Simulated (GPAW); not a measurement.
# ZnBr2 (R-3m): G0W0 on several meshes in GPAW

Wanted: mesh dependence and cost of G0W0 for ZnBr2 (R-3m).

Program: GPAW 26.7.0. Level of theory: LDA and many-body steps on it, plane waves. Results are calculated unless marked as measured.

## (1) The starting structure

It takes space group R-3m (No. 166, trigonal). The conventional cell has a = 3.809 Å, b = 3.809 Å, c = 22.056 Å, α = 90.00°, β = 90.00°, γ = 120.00°. Zn has 6 Br at 2.65 Å nearest. Br has 3 Zn at 2.65 Å nearest. Farther neighbours and most contacts between anions are not listed.

Structure file:

```cif
data_structure
_symmetry_space_group_name_H-M 'R-3m:H'
_symmetry_Int_Tables_number 166
_cell_length_a 3.8086
_cell_length_b 3.8086
_cell_length_c 22.0561
_cell_angle_alpha 90.000
_cell_angle_beta 90.000
_cell_angle_gamma 120.000
_cell_volume 277.07
loop_
_atom_site_label
_atom_site_type_symbol
_atom_site_symmetry_multiplicity
_atom_site_Wyckoff_symbol
_atom_site_fract_x
_atom_site_fract_y
_atom_site_fract_z
_atom_site_occupancy
Zn1 Zn 3 a 0.00000 0.00000 0.00000 1
Br1 Br 6 c 0.33333 0.66667 0.93299 1
```

The cell and positions are those that the Materials Project relaxed with its own functionals (PBE, PBE+U or r2SCAN), kept fixed.

## (2) Empty states on the mesh, 4×4×4 mesh, 219 bands

This step: GPAW 26.7.0; DFT, LDA, plane waves, PAW.

The sums over transitions need many empty states on a uniform mesh; this step solves for them.

run.py reads:

```python
import json
import numpy as np
from gpaw.mpi import world
from gpaw import GPAW

calc = GPAW('gs.gpw').fixed_density(kpts={'size': (4, 4, 4), 'gamma': True},
    nbands=255,
    convergence={'bands': 219},
    txt='nscf.txt')
calc.write('full.gpw', mode='all')
res = {}
kpts = calc.get_ibz_k_points()
res['kpts'] = kpts
res['eigenvalues'] = [calc.get_eigenvalues(kpt=k) for k in range(len(kpts))]
res['n_electrons'] = calc.get_number_of_electrons()

if world.rank == 0:
    with open('result.json', 'w') as f:
        json.dump(res, f, default=lambda x: x.tolist())
```

Command:

```sh
$ mpirun -n 4 gpaw python run.py
```

Numbers of over 12 decimals in the logs are rounded to 6 here.

Output:

```text
Diagonalizing LCAO Hamiltonian
Converting LCAO to pw mode
convergence criteria:
- Maximum integral of absolute [eigenst]ate change: 4e-08 eV^2 / valence electron
maximum number of iterations: 100

SCF iterations
|iter     |     time |      energy | eigst |  dens |
|iter:   1|  |             | +4.73 |       |
|iter:   2|  |             | +3.50 |       |
|iter:   3|  |             | +2.37 |       |
[...]
|iter:  14|  |             | -6.73 |       |
|iter:  15|  |             | -7.13 |       |
|iter:  16|  |             | -7.52c|       |
SCF steps: 16
  __  _  _
 | _ |_)|_||  |
 |__||  | ||/\| - 26.7.0

Input parameters:
  mode=PW(ecut=600.0),
  convergence={'bands': 219},
  gpts=array([45, 45, 45]),
  kpts=MonkhorstPack(size=(4, 4, 4), gamma=True),
  maxiter=100,
  nbands=255,
  occupations=Occupations(name='fermi-dirac', width=0.001, fixmagmom=False),
  parallel={},
  xc=XC(name='LDA')
# Writing to full.gpw (mode='all')
  [... matrices ...]

timing:  # [seconds]
  Total: 0.073  # ━━━━━━━━━━━━━━━━━━━━━━━━━━━━━━━━━━━━━━━━━━━━━━━━━━━━━━━━━━━
```

Wall time 4.2 min (4 MPI ranks of Arm Neoverse V2, shared host); peak memory 1.4 GiB; 17 min of CPU time.

This step gave:

```
gap                                                           : 3.020 eV
k of the valence top                                          : 0.5, 0.5, 0.5
k of the conduction bottom                                    : 0, 0, 0
least direct gap                                              : 3.028 eV
k points computed                                             : 13
lowest point of the top converged band, above the valence top : 95.2373 eV
```

On this mesh the gap is 3.020 eV.

## (3) 4×4×4

Now the one-shot GW correction: screening in the RPA, then the self-energy of the levels asked for.

This step: G0W0 on LDA, plane waves, PAW.

run.py reads:

```python
import json
import numpy as np
from gpaw.mpi import world
from gpaw.response.g0w0 import G0W0

gw = G0W0('full.gpw',
    filename='gw',
    kpts=[0, 12],
    bands=(11, 15),
    ecut=60,
    nbands=97,
    integrate_gamma='WS',
    ppa=True)
gw.calculate()
res = {mode: {k: v for k, v in r.items() if k != 'sigma_eskwn'}
       for mode, r in gw.all_results.items()}

if world.rank == 0:
    with open('result.json', 'w') as f:
        json.dump(res, f, default=lambda x: x.tolist())
```

Command:

```sh
$ mpirun -n 4 gpaw python run.py
```

Output:

```text
Using integrator: PointIntegrator
FrequencyGridDescriptor(from 0.000+0.000j to 0.000+27.211j eV, 2 points)
Nonperiodic BCs:  [False False False]
Using integrator: PointIntegrator
FrequencyGridDescriptor(from 0.000+0.000j to 0.000+27.211j eV, 2 points)
Nonperiodic BCs:  [False False False]
  ___  _ _ _
 |   || | | |
 | | || | | |
 |__ ||_____|
 |___|

BZ k-points: Symmetries present (total): 12

  [... matrices ...]
64 k-points: 4 x 4 x 4 Monkhorst-Pack grid + [1/8,1/8,1/8]
13 k-points in the irreducible part of the Brillouin zone
       k-points in crystal coordinates                weights
   0:     0.00000000    0.00000000    0.00000000          1/64
   1:     0.25000000    0.00000000   -0.25000000          6/64
   2:     0.25000000    0.00000000    0.00000000          6/64
   3:     0.25000000    0.25000000   -0.25000000          6/64
   4:     0.25000000    0.25000000    0.00000000          6/64
   5:     0.25000000    0.25000000    0.25000000          2/64
   6:     0.50000000    0.00000000    0.00000000          3/64
   7:     0.50000000    0.25000000   -0.25000000          6/64
   8:     0.50000000    0.25000000    0.00000000         12/64
   9:     0.50000000    0.25000000    0.25000000          6/64
          ...
  12:     0.50000000    0.50000000    0.50000000          1/64

Distributing spins, k-points and bands (1 x 2 x 4) over 4 processes
Number of blocks: 1

Quasi particle states:
k-points (IBZ indices): [0, 12]
Band range: (11, 15)
  [... matrices ...]
Computational parameters:
Plane wave cut-off: 60 eV
Number of bands: 97
Coulomb cutoff: None
Broadening: 0.1 eV

fxc modes: GW
Kernel: RPA
Using Godby-Needs plasmon-pole approximation:
  Fitting energy: i*E0, E0 = 1.000 Hartree
Summing all q:

Calculating screened Coulomb potential
No Coulomb truncation
FrequencyGridDescriptor(from 0.000+0.000j to 0.000+27.211j eV, 2 points)
Removing empty qpoint cache files...

Calculating chi0 body with:
    Ground state adapter containing:
    Number of spins: 1
    Number of kpoints: 64
    Number of irreducible kpoints: 13
    Number of completely occupied states: 13
    Number of partially occupied states: 13
    Occupied states memory: 18.075943 M / cpu

    Linear response parametrization:
    q_c: [0.0, 0.0, 0.0]
    Number of frequency points: 2
    Planewave cutoff: 60.0
    Number of bands: 97
    Number of planewaves: 99
    Broadening (eta): 1e-06
    comm.size: 4
    kncomm.size: 4
    blockcomm.size: 1

    Memory estimate of potentially large arrays:
        chi0_wGG: 0.299103 M / cpu
Integrating chi0 body.

Symmetries of q_c:
    Direct symmetries (Uq -> q): 12
    Indirect symmetries (TUq -> q): 0
In total 12 allowed symmetries.

  [... matrices ...]
13 groups of equivalent kpoints. 79.6875% reduction.

Integral kind: response function
Integrating chi0 head and wings.

Symmetries of q_c:
    Direct symmetries (Uq -> q): 12
    Indirect symmetries (TUq -> q): 0
In total 12 allowed symmetries.

  [... matrices ...]
13 groups of equivalent kpoints. 79.6875% reduction.

Integral kind: response function wings

Calculating chi0 body with:
    Ground state adapter containing:
    Number of spins: 1
    Number of kpoints: 64
    Number of irreducible kpoints: 13
    Number of completely occupied states: 13
    Number of partially occupied states: 13
    Occupied states memory: 18.075943 M / cpu

[... the further q-points ...]

Results:
f:      Occupation numbers
eps:     KS-eigenvalues [eV]
vxc:     KS vxc [eV]
exx:     Exact exchange [eV]
sigma:   Self-energies [eV]
dsigma:  Self-energy derivatives
Z:       Renormalization factors
qp:      QP-energies [eV]

k-point 0 (0): (0.000, 0.000, 0.000)                GW
band       f     eps     vxc     exx   sigma  dsigma       Z      qp
                                                                   GW
  11   1.000  -0.205 -19.078 -22.604   2.595  -0.247   0.802  -0.951
  12   1.000  -0.205 -19.078 -22.604   2.595  -0.247   0.802  -0.951
  13   0.000   2.823 -13.332  -8.934  -2.849  -0.199   0.834   4.115
  14   0.000   5.148 -11.160  -6.318  -3.414  -0.197   0.836   6.341

k-point 1 (12): (0.500, 0.500, 0.500)                GW
band       f     eps     vxc     exx   sigma  dsigma       Z      qp
                                                                   GW
  11   1.000  -0.197 -19.096 -22.617   2.593  -0.247   0.802  -0.940
  12   1.000  -0.197 -19.096 -22.617   2.593  -0.247   0.802  -0.940
  13   0.000   3.422 -15.352 -10.589  -2.937  -0.213   0.825   4.928
  14   0.000   5.050 -11.106  -6.366  -3.352  -0.194   0.837   6.212
```

Elapsed: 4 min, on 4 MPI ranks; peak memory 2.8 GiB; 16 min of CPU time.

This step gave:

```
G0W0 gap on the points computed              : 5.055 eV
least direct G0W0 gap on the computed points : 5.066 eV
Z at the valence top                         : 0.8018
Z at the conduction bottom                   : 0.8339
starting gap on the mesh                     : 3.020 eV
k of the valence top                         : 0.5, 0.5, 0.5
k of the conduction bottom                   : 0, 0, 0
```

The gap on the mesh goes from 3.02 eV to 5.06 eV, a correction of +2.04 eV.

## (4) Empty states on the mesh, 2×2×2 mesh, 107 bands

This step: DFT, LDA, plane waves, PAW.

run.py reads:

```python
import json
import numpy as np
from gpaw.mpi import world
from gpaw import GPAW

calc = GPAW('gs.gpw').fixed_density(kpts={'size': (2, 2, 2), 'gamma': True},
    nbands=124,
    convergence={'bands': 107},
    txt='nscf.txt')
calc.write('full.gpw', mode='all')
res = {}
kpts = calc.get_ibz_k_points()
res['kpts'] = kpts
res['eigenvalues'] = [calc.get_eigenvalues(kpt=k) for k in range(len(kpts))]
res['n_electrons'] = calc.get_number_of_electrons()

if world.rank == 0:
    with open('result.json', 'w') as f:
        json.dump(res, f, default=lambda x: x.tolist())
```

Command:

```sh
$ mpirun -n 4 gpaw python run.py
```

Output:

```text
Diagonalizing LCAO Hamiltonian
Converting LCAO to pw mode
convergence criteria:
- Maximum integral of absolute [eigenst]ate change: 4e-08 eV^2 / valence electron
maximum number of iterations: 100

SCF iterations
|iter     |     time |      energy | eigst |  dens |
|iter:   1|  |             | +4.44 |       |
|iter:   2|  |             | +3.18 |       |
|iter:   3|  |             | +2.11 |       |
[...]
|iter:  14|  |             | -6.80 |       |
|iter:  15|  |             | -7.32 |       |
|iter:  16|  |             | -7.64c|       |
SCF steps: 16
  __  _  _
 | _ |_)|_||  |
 |__||  | ||/\| - 26.7.0

Input parameters:
  mode=PW(ecut=600.0),
  convergence={'bands': 107},
  gpts=array([45, 45, 45]),
  kpts=MonkhorstPack(size=(2, 2, 2), gamma=True),
  maxiter=100,
  nbands=124,
  occupations=Occupations(name='fermi-dirac', width=0.001, fixmagmom=False),
  parallel={},
  xc=XC(name='LDA')
# Writing to full.gpw (mode='all')
  [... matrices ...]

timing:  # [seconds]
  Total: 0.118  # ━━━━━━━━━━━━━━━━━━━━━━━━━━━━━━━━━━━━━━━━━━━━━━━━━━━━━━━━━━━
```

Elapsed: 29 s, on 4 MPI ranks; peak memory 1.2 GiB.

Numbers from this step:

```
gap                                                           : 3.020 eV
k of the valence top                                          : 0.5, 0.5, 0.5
k of the conduction bottom                                    : 0, 0, 0
least direct gap                                              : 3.028 eV
k points computed                                             : 4
lowest point of the top converged band, above the valence top : 54.7278 eV
```

On this mesh the gap is 3.020 eV.

## (5) 2×2×2

This step: G0W0 on LDA, plane waves, PAW.

run.py reads:

```python
import json
import numpy as np
from gpaw.mpi import world
from gpaw.response.g0w0 import G0W0

gw = G0W0('full.gpw',
    filename='gw',
    kpts=[0, 3],
    bands=(11, 15),
    ecut=60,
    nbands=97,
    integrate_gamma='WS',
    ppa=True)
gw.calculate()
res = {mode: {k: v for k, v in r.items() if k != 'sigma_eskwn'}
       for mode, r in gw.all_results.items()}

if world.rank == 0:
    with open('result.json', 'w') as f:
        json.dump(res, f, default=lambda x: x.tolist())
```

Command:

```sh
$ mpirun -n 4 gpaw python run.py
```

Output:

```text
Using integrator: PointIntegrator
FrequencyGridDescriptor(from 0.000+0.000j to 0.000+27.211j eV, 2 points)
Nonperiodic BCs:  [False False False]
Using integrator: PointIntegrator
FrequencyGridDescriptor(from 0.000+0.000j to 0.000+27.211j eV, 2 points)
Nonperiodic BCs:  [False False False]
  ___  _ _ _
 |   || | | |
 | | || | | |
 |__ ||_____|
 |___|

BZ k-points: Symmetries present (total): 12

  [... matrices ...]
8 k-points: 2 x 2 x 2 Monkhorst-Pack grid + [1/4,1/4,1/4]
4 k-points in the irreducible part of the Brillouin zone
       k-points in crystal coordinates                weights
   0:     0.00000000    0.00000000    0.00000000          1/8
   1:     0.50000000    0.00000000    0.00000000          3/8
   2:     0.50000000    0.50000000    0.00000000          3/8
   3:     0.50000000    0.50000000    0.50000000          1/8

Distributing spins, k-points and bands (1 x 2 x 4) over 4 processes
Number of blocks: 1

Quasi particle states:
k-points (IBZ indices): [0, 3]
Band range: (11, 15)
  [... matrices ...]
Computational parameters:
Plane wave cut-off: 60 eV
Number of bands: 97
Coulomb cutoff: None
Broadening: 0.1 eV

fxc modes: GW
Kernel: RPA
Using Godby-Needs plasmon-pole approximation:
  Fitting energy: i*E0, E0 = 1.000 Hartree
Summing all q:

Calculating screened Coulomb potential
No Coulomb truncation
FrequencyGridDescriptor(from 0.000+0.000j to 0.000+27.211j eV, 2 points)
Removing empty qpoint cache files...

Calculating chi0 body with:
    Ground state adapter containing:
    Number of spins: 1
    Number of kpoints: 8
    Number of irreducible kpoints: 4
    Number of completely occupied states: 13
    Number of partially occupied states: 13
    Occupied states memory: 18.075943 M / cpu

    Linear response parametrization:
    q_c: [0.0, 0.0, 0.0]
    Number of frequency points: 2
    Planewave cutoff: 60.0
    Number of bands: 97
    Number of planewaves: 99
    Broadening (eta): 1e-06
    comm.size: 4
    kncomm.size: 4
    blockcomm.size: 1

    Memory estimate of potentially large arrays:
        chi0_wGG: 0.299103 M / cpu
Integrating chi0 body.

Symmetries of q_c:
    Direct symmetries (Uq -> q): 12
    Indirect symmetries (TUq -> q): 0
In total 12 allowed symmetries.

  [... matrices ...]
4 groups of equivalent kpoints. 50.0% reduction.

Integral kind: response function
Integrating chi0 head and wings.

Symmetries of q_c:
    Direct symmetries (Uq -> q): 12
    Indirect symmetries (TUq -> q): 0
In total 12 allowed symmetries.

  [... matrices ...]
4 groups of equivalent kpoints. 50.0% reduction.

Integral kind: response function wings

Calculating chi0 body with:
    Ground state adapter containing:
    Number of spins: 1
    Number of kpoints: 8
    Number of irreducible kpoints: 4
    Number of completely occupied states: 13
    Number of partially occupied states: 13
    Occupied states memory: 18.075943 M / cpu

    Linear response parametrization:
[... the further q-points ...]

Results:
f:      Occupation numbers
eps:     KS-eigenvalues [eV]
vxc:     KS vxc [eV]
exx:     Exact exchange [eV]
sigma:   Self-energies [eV]
dsigma:  Self-energy derivatives
Z:       Renormalization factors
qp:      QP-energies [eV]

k-point 0 (0): (0.000, 0.000, 0.000)                GW
band       f     eps     vxc     exx   sigma  dsigma       Z      qp
                                                                   GW
  11   1.000  -0.205 -19.078 -23.122   2.973  -0.255   0.797  -1.059
  12   1.000  -0.205 -19.078 -23.122   2.973  -0.255   0.797  -1.058
  13   0.000   2.823 -13.332  -8.453  -3.242  -0.205   0.830   4.182
[...]
k-point 1 (3): (0.500, 0.500, 0.500)                GW
band       f     eps     vxc     exx   sigma  dsigma       Z      qp
                                                                   GW
[...]
13   0.000   3.422 -15.352 -10.103  -3.306  -0.219   0.820   5.016
  14   0.000   5.050 -11.106  -5.934  -3.679  -0.199   0.834   6.296
```

Wall time 21 s (4 MPI ranks); peak memory 1.9 GiB.

Numbers from this step:

```yaml
g0w0_gap_on_the_points_computed: 5.230 eV
least_direct_g0w0_gap_on_the_computed_points: 5.241 eV
z_at_the_valence_top: 0.7971
z_at_the_conduction_bottom: 0.8302
starting_gap_on_the_mesh: 3.020 eV
k_of_the_valence_top: 0.5, 0.5, 0.5
k_of_the_conduction_bottom: 0, 0, 0
```

Against G0W0 in GPAW (4×4×4 mesh, 97 bands, screening to 60 eV, Godby-Needs plasmon pole), the gap moves by +0.175 eV.

## (6) The runs together

Times are wall times on 4 MPI ranks of Arm Neoverse V2, shared host, good to a factor of about two.

```
  run   mesh  bands  screening cutoff (eV)  DFT gap (eV)  gap on the mesh (eV)  direct (eV)   time
4×4×4  4×4×4     97                     60         3.020                 5.055        5.066  4 min
2×2×2  2×2×2     97                     60         3.020                 5.230        5.241   21 s
```

## (7) Summary of results

| Item | Value |
| --- | --- |
| 4×4×4 | 5.055 eV |
| 2×2×2 | 5.230 eV |
| known limits | not at the basis limit; no spin-orbit coupling; coarse k mesh |

In words: 2×2×2: +0.175 eV against 4×4×4. Bands and cutoff are finite, so the gap is not at the basis limit. The miss can reach some tenths of an eV and take either sign; the mesh is an error of its own. These stock PAW sets were not made for GW; the filled d or f shell of Br lies in the frozen core, which bears on start and correction. In the G0W0 runs levels were corrected at 2 k points alone, so a gap called «on the mesh» is the least over those, and an edge elsewhere would be missed. The many-body steps are scalar-relativistic: spin-orbit coupling is not in them.

[Paths, hosts, dates, memory and timing lines, banners, echoed tables and standing remarks are left out of the program output.]

[Logs are printed without paths, hosts, clocks, repeated set-up lines and the standing remarks that a program may print on its own settings, such as how far it seeks lower states.]

[Runs of the session that timed out or met a known fault of the program may be left out.]

[Hosts, paths, dates, database ids (printed as entryN), source tags and the programs' standing remarks are cut or masked in the printed files.]
